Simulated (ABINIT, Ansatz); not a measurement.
# SnH2 (Fm-3m): zone-centre phonons

Wanted: the vibrations of SnH2 (Fm-3m) at Γ, by two programs.

Calculated with ABINIT 10.8.3; DFT LDA, scalar-relativistic, plane waves, HGH norm-conserving pseudopotentials.

Report form: the programs' logs are mostly left out.

The structure was built from a prototype and need not be the compound's stable phase.

## Step 1: Set-up

The structure is cubic, space group Fm-3m (No. 225). Conventional cell: a = 5.238 Å, b = 5.238 Å, c = 5.238 Å, α = 90.00°, β = 90.00°, γ = 90.00°. Nearest to Sn lie 8 H at 2.27 Å. Nearest to H lie 4 Sn at 2.27 Å. Farther neighbours are not listed.

Coordinates:

```cif
data_structure
_symmetry_space_group_name_H-M 'P 1'
_symmetry_Int_Tables_number 1
_cell_length_a 3.7040
_cell_length_b 3.7040
_cell_length_c 3.7040
_cell_angle_alpha 60.000
_cell_angle_beta 60.000
_cell_angle_gamma 60.000
_cell_volume 35.93
loop_
_atom_site_label
_atom_site_type_symbol
_atom_site_fract_x
_atom_site_fract_y
_atom_site_fract_z
_atom_site_occupancy
Sn1 Sn 0.00000 0.00000 0.00000 1
H2 H 0.75000 0.75000 0.75000 1
H3 H 0.25000 0.25000 0.25000 1
```

## Step 2: Relaxing the cell and atoms

Frequencies change by per cents with a per cent of volume, so the structure is first brought to rest at this level of theory.

The starting cell comes from a relaxation made beforehand in Ansatz (LDA, PseudoDojo NC).

The input, relax.abi:

```
# relaxation
ionmov 2
optcell 2
dilatmx 1.08
ntime 40
tolmxf 1.0d-05
tolvrs 1.0d-14
prtwf 0
prtden 0
chksymtnons 0

# basis, mesh and filling
ecut 35.0
ecutsm 0.5
ixc 7
ngkpt 10 10 10
nshiftk 1
shiftk 0.0 0.0 0.0
istwfk *1
occopt 6
tsmear 0.01
nband 8
nstep 100
diemac 1000000.0
prtebands 0
prtgsr 0

# cell and atoms
acell 6.999511683 6.999511683 6.999511683
rprim 
    -0.7071067812 0.0 0.7071067812
    0.0 0.7071067812 0.7071067812
    -0.7071067812 0.7071067812 0.0
ntypat 2
znucl 50 1
natom 3
typat 1 2 2
xred 
    0.0 0.0 0.0
    0.75 0.75 0.75
    0.25 0.25 0.25
pp_dirpath "./pseudo"
pseudos "Sn.hgh, H.hgh"
```

Run with:

```
$ OMP_NUM_THREADS=1 mpirun -n 2 abinit relax.abi > relax.log
```

Wall time 91 s (2 MPI ranks of Arm Neoverse N1, shared host).

Little changed from the start: no atom moved by 0.005 Å and no cell edge by 0.1 %.

Read from the output:

```yaml
volume_per_atom: 11.95 Å³
pressure: -0.001566 GPa
gap_on_the_k_mesh: 0 eV
```

The volume changes by -0.3 % from the cell with which this run began.

## Step 3: Self-consistent run for the response

First-order wavefunctions inherit every error of the ground state, hence the very tight tolvrs. ecutsm is kept as in the relaxation, so that the cell stays at rest. Occupations are smeared.

The input, gs.abi:

```
# ground state
tolvrs 1.0d-16
prtden 1
prtwf 1

# basis, mesh and filling
ecut 35.0
ecutsm 0.5
ixc 7
ngkpt 12 12 12
nshiftk 1
shiftk 0.0 0.0 0.0
istwfk *1
occopt 6
tsmear 0.01
nband 8
nstep 100
diemac 1000000.0
prtebands 0
prtgsr 0

# cell and atoms
acell 6.993660196 6.993660196 6.993660196
rprim 
    -0.7071067812 0.0 0.7071067812
    0.0 0.7071067812 0.7071067812
    -0.7071067812 0.7071067812 0.0
ntypat 2
znucl 50 1
natom 3
typat 1 2 2
xred 
    0.0 0.0 0.0
    0.75 0.75 0.75
    0.25 0.25 0.25
pp_dirpath "./pseudo"
pseudos "Sn.hgh, H.hgh"
```

Run with:

```
$ OMP_NUM_THREADS=1 mpirun -n 2 abinit gs.abi > gs.log
```

Elapsed: 37 s, on 2 MPI ranks.

This step gave:

| Property | Result |
| --- | --- |
| pressure | -0.3485 GPa |

The cell stands at -0.35 GPa, close enough for stiff modes, while soft ones can move.

## Step 4: Zone-centre response

At q = 0 one unit cell holds all displacements. The response is solved for single atoms along the cell's directions, and symmetry skips those that follow from others. The crystal is treated as a metal, which screens a static field, so no field response is asked.

The input, dfpt_gamma.abi:

```

# common to the responses
getwfk_filepath "gso_WFK"
kptopt 2
nqpt 1
qpt 0.0 0.0 0.0
asr 0
chneut 0

# displacements
rfphon 1
rfatpol 1 3
rfdir 1 1 1
tolvrs 1.0d-10
prtwf 0

# basis, mesh and filling
ecut 35.0
ecutsm 0.5
ixc 7
ngkpt 12 12 12
nshiftk 1
shiftk 0.0 0.0 0.0
istwfk *1
occopt 6
tsmear 0.01
nband 8
nstep 100
diemac 1000000.0
prtebands 0
prtgsr 0

# cell and atoms
acell 6.993660196 6.993660196 6.993660196
rprim 
    -0.7071067812 0.0 0.7071067812
    0.0 0.7071067812 0.7071067812
    -0.7071067812 0.7071067812 0.0
ntypat 2
znucl 50 1
natom 3
typat 1 2 2
xred 
    0.0 0.0 0.0
    0.75 0.75 0.75
    0.25 0.25 0.25
pp_dirpath "./pseudo"
pseudos "Sn.hgh, H.hgh"
```

Run with:

```
$ OMP_NUM_THREADS=1 mpirun -n 2 abinit dfpt_gamma.abi > dfpt_gamma.log
```

Run time: 4.7 min. Hardware: 2 MPI ranks; 9.5 min of CPU time.

Read from the output:

- largest acoustic frequency at the zone centre before the sum rule: -1.2 cm⁻¹
- highest optical zone-centre mode (no LO-TO term): 639.8 cm⁻¹
- lowest optical zone-centre mode: -318.1 cm⁻¹

The acoustic modes at Γ come out as far as 1.2 cm⁻¹ from zero, where they should vanish, a small numerical error. The lowest optical mode is imaginary, 318i cm⁻¹, an instability at this level and on this k mesh.

## Step 5: Zone-centre analysis

anaddb reads the merged derivatives and imposes the acoustic sum rule.

The input, anaddb.abi:

```
ddb_filepath "gamma_DDB"
output_file "anaddb.abo"
outdata_prefix "anaddb"
asr 1
chneut 1
enunit 2
eivec 1
nph1l 1
qph1l 0.0 0.0 0.0 1.0
```

The input, mrgddb.in:

```
gamma_DDB
merged
2
dfpt_gammao_DDB
gso_DDB
```

Run with:

```
$ mrgddb < mrgddb.in > mrgddb.log
$ OMP_NUM_THREADS=1 anaddb anaddb.abi > anaddb.log
```

The job ended after 0.55 s (1 thread).

Read from the output:

| Quantity | Value |
| --- | --- |
| highest optical zone-centre mode (no LO-TO term) | 639.9 cm⁻¹ |
| lowest optical zone-centre mode | -317.9 cm⁻¹ |

No LO-TO term; unit eigenvectors of the mass-weighted matrix, from anaddb's displacements. Modes at Γ, with each element's share of the kinetic energy (negative means imaginary):

| mode | frequency (cm⁻¹) | symmetry | Sn % | H % |
| --- | --- | --- | --- | --- |
| 1 | -317.9 | T1u | 2 | 98 |
| 2 | -317.9 | T1u | 2 | 98 |
| 3 | -317.9 | T1u | 2 | 98 |
| 4 | 0.0 | acoustic | 98 | 2 |
| 5 | 0.0 | acoustic | 98 | 2 |
| 6 | 0.0 | acoustic | 98 | 2 |
| 7 | 639.9 | T2g | 0 | 100 |
| 8 | 639.9 | T2g | 0 | 100 |
| 9 | 639.9 | T2g | 0 | 100 |

Displacements in mode 1 (-317.9 cm⁻¹), the largest set to 1:
```
Sn1  0.00  0.00  0.02
H2   0.00  0.00 -1.00
H3   0.00  0.00 -1.00
```

Displacements in mode 7 (639.9 cm⁻¹), the largest set to 1:
```
Sn1  0.00  0.00  0.00
H2   0.00  0.00 -1.00
H3   0.00  0.00  1.00
```

The rule moves no optical mode by more than 0.2 cm⁻¹.

## Step 6: Sum rules set otherwise (asr 0)

Without the rule the raw error of the acoustic modes shows.

anaddb.abi: that of step 5 with these lines changed.

```diff
@@ -3,4 +3,4 @@
 outdata_prefix "anaddb"
-asr 1
-chneut 1
+asr 0
+chneut 0
 enunit 2
```

mrgddb.in is that of step 5.

Elapsed: 0.56 s, on 1 thread.

Read from the output:

- highest optical zone-centre mode (no LO-TO term): 639.8 cm⁻¹
- lowest optical zone-centre mode: -318.1 cm⁻¹

Zone-centre frequencies as printed; negative means imaginary. Modes:

| mode | frequency (cm⁻¹) |
| --- | --- |
| 1 | -318.1 |
| 2 | -318.1 |
| 3 | -318.1 |
| 4 | -1.2 |
| 5 | -1.2 |
| 6 | -1.2 |
| 7 | 639.8 |
| 8 | 639.8 |
| 9 | 639.8 |

## Step 7: Cross-check with Ansatz

The same cell goes through another code, with its own cutoff. The potentials differ.

This step: DFT LDA, scalar-relativistic, plane waves, PseudoDojo norm-conserving pseudopotentials (Ansatz 0.2.0).

The input, input.yaml:

```yaml
crystal:
  lattice:
    - [-2.6169213015, 0.0, 2.6169213015]
    - [0.0, 2.6169213015, 2.6169213015]
    - [-2.6169213015, 2.6169213015, 0.0]
  atoms:
    - { symbol: Sn, position: [0.0, 0.0, 0.0] }
    - { symbol: H, position: [0.75, 0.75, 0.75] }
    - { symbol: H, position: [0.25, 0.25, 0.25] }
kpoints:
  mp_grid: { grid: [12, 12, 12] }
hamiltonian:
  xc: lda
  pseudopotentials: { kind: nc, accuracy: standard }
scf:
  occupations: { method: methfessel_paxton, width: 0.27211 }
output:
  eigenvalues: true
phonons:
  method: dfpt
```

Run with:

```
$ ansatz run input.yaml --threads 2 --pin off --max-ram 4096MiB --backend cpu --events-out ev --progress --plain --runs-dir out
```

It took 50 s on 2 threads; peak memory 0.76 GiB; 99 s of CPU time.

This step gave:

```
sum-rule residual before enforcement             : 2.96e-5 eV/Å²
highest optical zone-centre mode (no LO-TO term) : 653.7 cm⁻¹
lowest optical zone-centre mode                  : -261.0 cm⁻¹
```

## Step 8: The two compared: ABINIT HGH and Ansatz, PseudoDojo

Worked out from the results:

```yaml
root_mean_square_difference: 41.4 cm⁻¹
largest_difference: 56.9 cm⁻¹
```

Optical modes, paired by symmetry label. Frequencies side by side, by row:

| q (reciprocal lattice) | mode | ABINIT HGH (cm⁻¹) | Ansatz, PseudoDojo (cm⁻¹) |
| --- | --- | --- | --- |
| 0 0 0 | 1 | -317.9 | -261 |
| 0 0 0 | 2 | -317.9 | -261 |
| 0 0 0 | 3 | -317.9 | -261 |
| 0 0 0 | 7 | 639.9 | 653.7 |
| 0 0 0 | 8 | 639.9 | 653.7 |
| 0 0 0 | 9 | 639.9 | 653.7 |

At the zone centre the largest difference (acoustic modes at Γ apart) is 9 % of the highest mode, but 18 % of the mode at 318i cm⁻¹ on which it sits.

## Step 9: Results

| Item | Value |
| --- | --- |
| space group after relaxation | Fm-3m |
| volume per atom | 11.9 Å³ |
| highest optical zone-centre mode (no LO-TO term) | 639.9 cm⁻¹ |
| lowest optical zone-centre mode | -317.9 cm⁻¹ |
| imaginary optical modes at the zone centre (no q mesh in this session) | yes |
| largest difference from Ansatz, PseudoDojo | 56.9 cm⁻¹ |

In words: At the LDA level the optical modes of SnH2 (Fm-3m) at the zone centre run from 318i to 640 cm⁻¹, so the structure is a saddle point, with 3 modes beyond 10i cm⁻¹ there. On other potentials, and in a cell that was not relaxed for them, the second run differs strongly on some modes. The base run is for a cell under -0.35 GPa; after a relaxation such a stress comes from settings that changed since (cutoff, k mesh or smearing). ABINIT HGH and Ansatz, PseudoDojo differ by 41.4 cm⁻¹ in the root mean square and by 56.9 cm⁻¹ at most, 8.9 % of the highest mode compared (acoustic modes at Γ left out); the two use different potentials, and the cell was not relaxed for the second set. These are harmonic frequencies at zero temperature: anharmonic shifts and linewidths and thermal expansion are left out. The HGH files keep few electrons and have no core correction, which is cheap but rough for Sn. In a metal the frequencies hang on the k mesh and the smearing, most of all near Kohn anomalies. The structure is a hypothetical one, built on a prototype.

[Host names and launcher messages were left out of these logs when they were recorded.]

[Logs are printed without paths, hosts, clocks, repeated set-up lines and the standing remarks that a program may print on its own settings, such as how far it seeks lower states.]

[Hosts, paths, dates, database ids (printed as entryN), source tags and the programs' standing remarks are cut or masked in the printed files.]
